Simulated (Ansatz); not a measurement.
## 1T-TiO2 bilayer (AA) in a perpendicular field

What dipole does a perpendicular field induce in the 1T-TiO2 bilayer (AA), and does the gap follow? A positive field points along +c.

Method: plane-wave DFT, LDA, Ansatz PAW, in Ansatz 0.2.0.

Report form: inputs, costs, results and the conclusion, without the logs.

## (1) Starting point

The cell holds 6 atoms: 4 O and 2 Ti. Cell: a = 2.990 Å, b = 2.990 Å, c = 46.622 Å, α = 90.0°, β = 90.0°, γ = 120.0°. Regions: layer 1: 1T-TiO2, 3 atoms (2 O and 1 Ti); layer 2: 1T-TiO2, 3 atoms (2 O and 1 Ti). Vacuum lies along c.

## (2) Relaxation

The starting cell is a guess, so the in-plane lattice and the atoms are relaxed first, with the slab cut off from its images along the normal.

Contents of input.yaml:

```yaml
crystal:
  lattice:
    - [2.99, 0.0, 0.0]
    - [-1.495, 2.5894159573, 0.0]
    - [0.0, 0.0, 46.6223842487]
  atoms:
    - { symbol: O, position: [0.6666666667, 0.3333333333, 0.4161091354] }
    - { symbol: Ti, position: [0.0, 0.0, 0.4425040974] }
    - { symbol: O, position: [0.3333333333, 0.6666666667, 0.4688990595] }
    - { symbol: O, position: [0.6666666667, 0.3333333333, 0.5311009405] }
    - { symbol: Ti, position: [0.0, 0.0, 0.5574959026] }
    - { symbol: O, position: [0.3333333333, 0.6666666667, 0.5838908646] }
  periodic: [true, true, false]
kpoints:
  mp_grid: { grid: [12, 12, 1] }
hamiltonian:
  xc: lda
scf:
  occupations: { method: fermi_dirac, width: 0.05 }
  convergence: { dr2_threshold: 1.0e-09 }
relax:
  f_tol: 0.004
  max_steps: 90
  cell: {}
output:
  write_potential: true
  write_density: true
  volumetric_format: npy
```

Launch:

```sh
$ ansatz run input.yaml --threads 2 --pin off --max-ram 3072MiB --backend cpu --events-out ev --progress --plain --runs-dir out
```

It took 99 s on 2 threads of Arm Neoverse V1, shared host; peak memory 0.59 GiB.

Relaxation path:

| step | energy less that of the first step (eV) | largest force component (eV/Å) | volume (Å³) |
| --- | --- | --- | --- |
| 1 | 0.0000 | 4.7978 | 360.97 |
| 2 | -2.7525 | 1.9904 | 359.74 |
| 3 | -3.0809 | 1.2859 | 337.39 |
| 4 | -3.2611 | 0.1933 | 349.73 |
| 5 | -3.2817 | 0.0766 | 348.66 |
| 6 | -3.2739 | 0.0796 | 348.18 |
| 7 | -3.2848 | 0.0125 | 348.47 |
| 8 | -3.2854 | 0.0071 | 348.27 |
| 9 | -3.2854 | 0.0011 | 348.33 |
| 10* | -3.2735 | 0.0010 | 348.33 |
| 11 | -3.2743 | 0.0010 | 347.77 |
| 12* | -3.2736 | 0.0010 | 347.77 |

Relaxation steps marked * repeat the geometry before them on a plane-wave basis chosen anew for their cell, so energy and pressure can jump there. Relaxation step 6 was tried and not accepted.

The run keeps the 12 symmetry operations that the program found, so distortions that break them were not tested.

| cell as run | before | after | change |
| --- | --- | --- | --- |
| a (Å) | 2.990 | 2.935 | -1.8 % |
| b (Å) | 2.990 | 2.935 | -1.8 % |

The atoms that moved most (Å, along periodic axes as changes of fractional coordinates times the final cell, across vacuum about the mean position):

| atom | dx | dy | dz | length |
| --- | --- | --- | --- | --- |
| O6 | 0.000 | 0.000 | -0.711 | 0.711 |
| O1 | 0.000 | 0.000 | 0.711 | 0.711 |
| Ti2 | 0.000 | 0.000 | 0.431 | 0.431 |
| Ti5 | 0.000 | 0.000 | -0.431 | 0.431 |
| O3 | 0.000 | 0.000 | 0.152 | 0.152 |
| O4 | 0.000 | 0.000 | -0.152 | 0.152 |

The relaxed structure:

```cif
data_structure
_symmetry_space_group_name_H-M 'P 1'
_symmetry_Int_Tables_number 1
_cell_length_a 2.9348
_cell_length_b 2.9348
_cell_length_c 46.6224
_cell_angle_alpha 90.000
_cell_angle_beta 90.000
_cell_angle_gamma 120.000
_cell_volume 347.77
loop_
_atom_site_label
_atom_site_type_symbol
_atom_site_fract_x
_atom_site_fract_y
_atom_site_fract_z
_atom_site_occupancy
O1 O 0.66667 0.33333 0.43135 1
Ti2 Ti 0.00000 0.00000 0.45175 1
O3 O 0.33333 0.66667 0.47217 1
O4 O 0.66667 0.33333 0.52783 1
Ti5 Ti 0.00000 0.00000 0.54825 1
O6 O 0.33333 0.66667 0.56865 1
```

Read from the output:

- gap on the k-mesh: 2.712 eV

The lattice constant a goes from 2.990 to 2.935 Å.

## (3) Atoms held, field 0, start network

A sawtooth potential applies the field, turning back in the middle of the vacuum. With the dipole correction the typed value is the field outside the slab. The induced dipole is small, so the SCF threshold is tight.

The cell differs from the one that the last finished run ended in (c 46.622 → 24.401 Å).

Contents of input.yaml:

```yaml
crystal:
  lattice:
    - [2.9348413687, 0.0, 0.0]
    - [-1.4674206844, 2.5416471814, 0.0]
    - [0.0, 0.0, 24.4008506911]
  atoms:
    - { symbol: O, position: [0.6666666667, 0.3333333333, 0.3688395996] }
    - { symbol: Ti, position: [0.0, 0.0, 0.4078037368] }
    - { symbol: O, position: [0.3333333333, 0.6666666667, 0.4468216628] }
    - { symbol: O, position: [0.6666666667, 0.3333333333, 0.5531783372] }
    - { symbol: Ti, position: [0.0, 0.0, 0.5921962632] }
    - { symbol: O, position: [0.3333333333, 0.6666666667, 0.6311604004] }
kpoints:
  mp_grid: { grid: [18, 18, 1] }
  band_path:
    path: [[0, 0, 0], [0.5, 0, 0], [0.33333333, 0.33333333, 0], [0, 0, 0]]
    npoints: 16
hamiltonian:
  xc: lda
scf:
  occupations: { method: fermi_dirac, width: 0.02585 }
  convergence: { dr2_threshold: 1.0e-10 }
efield:
  axis: 3
  dipole_correction: true
  ramp_position: 0.97
  ramp_width: 0.06
  amplitude: 0
output:
  dos: { projected: true, e_range: [-6, 5] }
  bader: true
  write_potential: true
  write_density: true
  volumetric_format: npy
  elf: true
```

It took 48 s on 2 threads; peak memory 0.5 GiB; 96 s of CPU time.

Read from the output:

| Quantity | Value |
| --- | --- |
| gap on the k-mesh | 2.711 eV |
| dipole along the normal | 3.30e-7 e·Å |
| gap along the path | 2.703 eV |
| smallest direct gap along the path | 2.935 eV |
| ionisation energy, upper face | 8.529 eV |
| electron affinity, upper face | 5.827 eV |
| gap, the smaller of path and mesh | 2.703 eV |

Running mean over a fixed 2.6 Å (it still follows the layers) of the planar mean; the ramp of the sawtooth is left out. Electron's electrostatic potential energy less the Fermi level against z:

| z (Å) | electron's electrostatic potential energy less the Fermi level (eV) |
| --- | --- |
| 3.0 | 7.16 |
| 3.5 | 7.16 |
| 4.0 | 7.16 |
| 4.5 | 7.16 |
| 5.0 | 7.16 |
| 5.5 | 7.16 |
| 6.0 | 7.15 |
| 6.5 | 7.13 |
| 7.0 | 6.94 |
| 7.5 | 5.65 |
| 8.0 | 2.68 |
| 8.5 | -1.06 |
| 9.0 | -4.90 |
| 9.5 | -8.36 |
| 10.0 | -9.80 |
| 10.5 | -7.75 |
| 11.0 | -4.17 |
| 11.5 | -0.497 |
| 12.0 | 1.88 |
| 12.5 | 1.61 |
| 13.0 | -1.18 |
| 13.5 | -4.90 |
| 14.0 | -8.36 |
| 14.5 | -9.82 |
| 15.0 | -7.75 |
| 15.5 | -4.15 |
| 16.0 | -0.307 |
| 16.5 | 3.36 |
| 17.0 | 6.06 |
| 17.5 | 7.01 |
| 18.0 | 7.13 |
| 18.5 | 7.16 |
| 19.0 | 7.16 |
| 19.5 | 7.16 |
| 20.0 | 7.16 |
| 20.5 | 7.16 |
| 21.0 | 7.16 |

The density of states has structure finer than the step of the table below, so its rows give means over 0.2 eV. Peaks (eV: height): -5.59: 14.1, -5.37: 14.1, -4.87: 9.27, -3.38: 9.00, -3.30: 12.5, -3.16: 12.4, 1.66: 12.5.

Density of states against energy, zero at the Fermi level of the run, which the smearing sets inside the gap; means over each step:

energy (eV), density of states (states/eV a cell) and a bar:
```
     -5.8        2.7 ########
     -5.6        6.3 ###################
     -5.4        6.7 ####################
     -5.2        5.1 ###############
     -5.0        7.4 ######################
     -4.8        7.9 ########################
     -4.6        5.2 ################
     -4.4        4.4 #############
     -4.2        4.2 ############
     -4.0        4.4 #############
     -3.8        3.5 ##########
     -3.6        2.5 #######
     -3.4        6.5 ###################
     -3.2        9.5 ############################
     -3.0        6.8 ####################
     -2.8        5.0 ###############
     -2.6        3.3 ##########
     -2.4        3.8 ###########
     -2.2        4.1 ############
     -2.0        4.1 ############
     -1.8        4.6 ##############
     -1.6        5.0 ###############
     -1.4        2.4 #######
     -1.2        0.0 
     -1.0        0.0 
     -0.8        0.0 
     -0.6        0.0 
     -0.4        0.0 
     -0.2        0.0 
      0.0        0.0 
      0.2        0.0 
      0.4        0.0 
      0.6        0.0 
      0.8        0.0 
      1.0        0.0 
      1.2        0.0 
      1.4        1.1 ###
      1.6        6.5 ###################
      1.8       10.1 ##############################
      2.0        5.4 ################
      2.2        2.2 #######
```

Projected DOS per atom over height of the atomic layer and energy from the Fermi level. Layers: O Ti O O Ti O from below.

Ten even steps from '0' (0.00 states/eV) to '9' (3.41 states/eV), each cell a mean:
```
030030
191191
040040
000000
000000
000000
000000
000000
000000
000000
303303
303303
202202
202202
415514
212212
202202
212212
323323
323323
323323
111111
```
Columns: height of the atomic layer (Å) from 9 to 15.4 (not evenly spaced); rows upwards: energy from the Fermi level (eV) from -5.96 to 2.41.

Electronic bands along the path, in eV, zero at the Fermi level of the run, which the smearing sets inside the gap:

| point | band 21 | band 22 | band 23 | band 24 | band 25 | band 26 | band 27 | band 28 |
| --- | --- | --- | --- | --- | --- | --- | --- | --- |
| Γ | -1.64 | -1.64 | -1.60 | -1.60 | 1.33 | 1.33 | 1.34 | 1.34 |
| halfway | -2.53 | -2.47 | -1.60 | -1.42 | 1.73 | 1.79 | 2.28 | 2.28 |
| M | -2.70 | -2.62 | -2.36 | -1.95 | 1.59 | 1.60 | 2.49 | 2.49 |
| halfway | -3.11 | -2.95 | -2.34 | -2.14 | 1.65 | 1.70 | 2.56 | 2.58 |
| K | -2.91 | -2.91 | -2.66 | -2.46 | 1.52 | 1.62 | 2.73 | 2.73 |
| halfway | -3.06 | -3.01 | -1.52 | -1.45 | 2.08 | 2.11 | 2.20 | 2.28 |
| Γ | -1.64 | -1.64 | -1.60 | -1.60 | 1.33 | 1.33 | 1.34 | 1.34 |

Valence density in the ca plane at fractional y = 0.000, with atoms of Ti within 0.2 Å of it. It is the smooth field of the valence electrons, not physical close to the nuclei.

Values in units of 1e0 e/Å³, 5 rows by 16 columns, each cell a mean:
```
0.0 0.0 0.0 0.0 0.0 0.0 0.0 0.3 5.2 1.1 0.0 0.1 2.6 3.9 0.1 0.0
0.0 0.0 0.0 0.0 0.0 0.0 0.0 0.3 0.5 0.4 0.1 0.2 0.5 0.5 0.2 0.0
0.0 0.0 0.0 0.0 0.0 0.0 0.0 0.4 0.3 0.5 0.1 0.2 0.5 0.4 0.3 0.0
0.0 0.0 0.0 0.0 0.0 0.0 0.0 0.3 1.3 0.4 0.1 0.1 0.7 1.0 0.2 0.0
0.0 0.0 0.0 0.0 0.0 0.0 0.0 0.4 7.1 1.5 0.0 0.1 3.5 5.3 0.1 0.0
```
Columns run along c (16.0 Å, from fractional 0.06 to 0.72 of the cell), rows up along a (2.9 Å). Atoms in or near the plane, at fractional coordinates: Ti at (0.41, 0.00), Ti at (0.59, 0.00).

ELF in the ca plane at fractional y = 0.000, with atoms of Ti within 0.2 Å of it. It is the smooth field of the valence electrons, not physical close to the nuclei.

Values, 5 rows by 16 columns, each cell a mean:
```
0.00 0.00 0.00 0.00 0.00 0.00 0.03 0.14 0.50 0.25 0.04 0.05 0.36 0.43 0.07 0.01
0.00 0.00 0.00 0.00 0.00 0.00 0.15 0.46 0.19 0.41 0.18 0.32 0.31 0.25 0.45 0.07
0.00 0.00 0.00 0.00 0.00 0.01 0.23 0.66 0.25 0.62 0.25 0.43 0.49 0.37 0.61 0.12
0.00 0.00 0.00 0.00 0.00 0.00 0.10 0.30 0.31 0.28 0.12 0.21 0.27 0.28 0.30 0.04
0.00 0.00 0.00 0.00 0.00 0.00 0.02 0.14 0.40 0.28 0.02 0.03 0.37 0.40 0.05 0.01
```
Columns run along c (16.0 Å, from fractional 0.06 to 0.72 of the cell), rows up along a (2.9 Å). Atoms in or near the plane, at fractional coordinates: Ti at (0.41, 0.00), Ti at (0.59, 0.00).

Electrostatic potential energy in the ca plane at fractional y = 0.000, with atoms of Ti within 0.2 Å of it. With pseudopotentials it is smooth inside the atoms' cores, unlike the true potential.

Values in eV, 5 rows by 16 columns, each cell a mean:
```
  6   6   6   6   6   6   5  -7 -36 -15   4   2 -25 -32   0   5
  6   6   6   6   6   6   5   0 -12  -3   5   4  -7  -9   2   5
  6   6   6   6   6   6   5   1  -3   0   5   4  -1  -2   3   6
  6   6   6   6   6   6   5  -2 -21  -6   4   3 -13 -17   2   5
  6   6   6   6   6   6   5  -9 -39 -18   3   2 -29 -35  -1   5
```
Columns run along c (16.0 Å, from fractional 0.06 to 0.72 of the cell; values clipped at the 3rd and 97th percentile), rows up along a (2.9 Å). Atoms in or near the plane, at fractional coordinates: Ti at (0.41, 0.00), Ti at (0.59, 0.00).

The gap is 2.70 eV, with the valence edge 8.53 eV and the conduction edge 5.83 eV under the upper vacuum level.

## (4) Atoms held, field 0.1 V/Å

input.yaml, as its differences from that of step 3:

```diff
@@ -25,8 +25,6 @@
   dipole_correction: true
-  ramp_position: 0.97
-  ramp_width: 0.06
-  amplitude: 0
+  ramp_position: 0.9328
+  ramp_width: 0.1344
+  amplitude: 0.1
 output:
-  dos: { projected: true, e_range: [-6, 5] }
-  bader: true
   write_potential: true
@@ -34,2 +32 @@
   volumetric_format: npy
-  elf: true
```

Elapsed: 31 s, on 2 threads; peak memory 0.48 GiB; 62 s of CPU time.

The dipole is 0.0247 e·Å, and the gap 2.613 eV.

## (5) Atoms held, field -0.1 V/Å

input.yaml, as its differences from that of step 4:

```diff
@@ -27,3 +27,3 @@
   ramp_width: 0.1344
-  amplitude: 0.1
+  amplitude: -0.1
 output:
```

Run time: 30 s. Hardware: 2 threads; peak memory 0.48 GiB; 59 s of CPU time.

The dipole is -0.0247 e·Å, and the gap 2.613 eV.

## (6) Single point, field 0.2 V/Å

input.yaml, as its differences from that of step 5:

```diff
@@ -27,3 +27,3 @@
   ramp_width: 0.1344
-  amplitude: -0.1
+  amplitude: 0.2
 output:
```

The job ended after 32 s (2 threads; peak memory 0.48 GiB; 63 s of CPU time).

The dipole is 0.0494 e·Å, and the gap 2.482 eV.

## (7) Single point, field -0.2 V/Å

input.yaml, as its differences from that of step 6:

```diff
@@ -27,3 +27,3 @@
   ramp_width: 0.1344
-  amplitude: 0.2
+  amplitude: -0.2
 output:
```

Elapsed: 31 s, on 2 threads; peak memory 0.48 GiB.

The dipole is -0.0494 e·Å, and the gap 2.482 eV.

## (8) Atoms held, field 0.35 V/Å

input.yaml, as its differences from that of step 7:

```diff
@@ -25,6 +25,8 @@
   dipole_correction: true
-  ramp_position: 0.9328
-  ramp_width: 0.1344
-  amplitude: -0.2
+  ramp_position: 0.9088
+  ramp_width: 0.1824
+  amplitude: 0.35
 output:
+  dos: { projected: true, e_range: [-6, 5] }
+  bader: true
   write_potential: true
@@ -32 +34,2 @@
   volumetric_format: npy
+  elf: true
```

The job ended after 54 s (2 threads; peak memory 0.48 GiB).

The dipole is 0.0865 e·Å, and the gap 2.265 eV.

## (9) Response, atoms held

This step: plane-wave DFT, LDA, Ansatz PAW; response to a field along the normal, atoms held (Ansatz 0.2.0).

The dipoles give the slope, and the difference of two potentials shows where the field is screened.

This step gave:

```yaml
equivalent_conductor_thickness_p_eps_0ae: 5.992 Å
distance_between_the_outer_atoms: 6.401 Å
```

The dipole of the cell by applied field:

| applied field (V/Å) | dipole of the cell (e·Å) |
| --- | --- |
| -0.200 | -0.0494 |
| -0.100 | -0.0247 |
| 0.000 | 3.3e-7 |
| 0.100 | 0.0247 |
| 0.200 | 0.0494 |
| 0.350 | 0.0865 |

Local field over the applied field, running mean. From the potentials at -0.1 and 0.1 V/Å; running mean over 2.5 Å. Local field over applied field against z:

z (Å), local field over applied field and a bar from the least value:
```
        5       1.00 ##############################
        6       0.99 ##############################
        7       0.92 ###########################
        8       0.65 ##################
        9       0.32 ######
       10       0.15 
       11       0.32 ######
       12       0.50 ############
       13       0.42 #########
       14       0.19 #
       15       0.21 ##
       16       0.52 #############
       17       0.84 ########################
       18       0.98 #############################
       19       1.00 ##############################
       20       1.00 ##############################
```

[end of part 1 of 2]

[Long decimals in the printed logs are rounded to 6 places.]

[Logs are printed without paths, hosts, clocks, repeated set-up lines and the standing remarks that a program may print on its own settings, such as how far it seeks lower states.]

[Hosts, paths, dates, database ids (printed as entryN), source tags and the programs' standing remarks are cut or masked in the printed files.]

[Maps of the electrostatic potential energy from Ansatz leave out the sawtooth potential of an applied field or a dipole correction, so their vacuum need not be flat; planar profiles and work functions include it.]

[The density of states shown here was stored with 400 of the rows of the run's finer table, so its peaks can read low, often by over a quarter, or be missed, and its means over a window can be off by a tenth or more.]
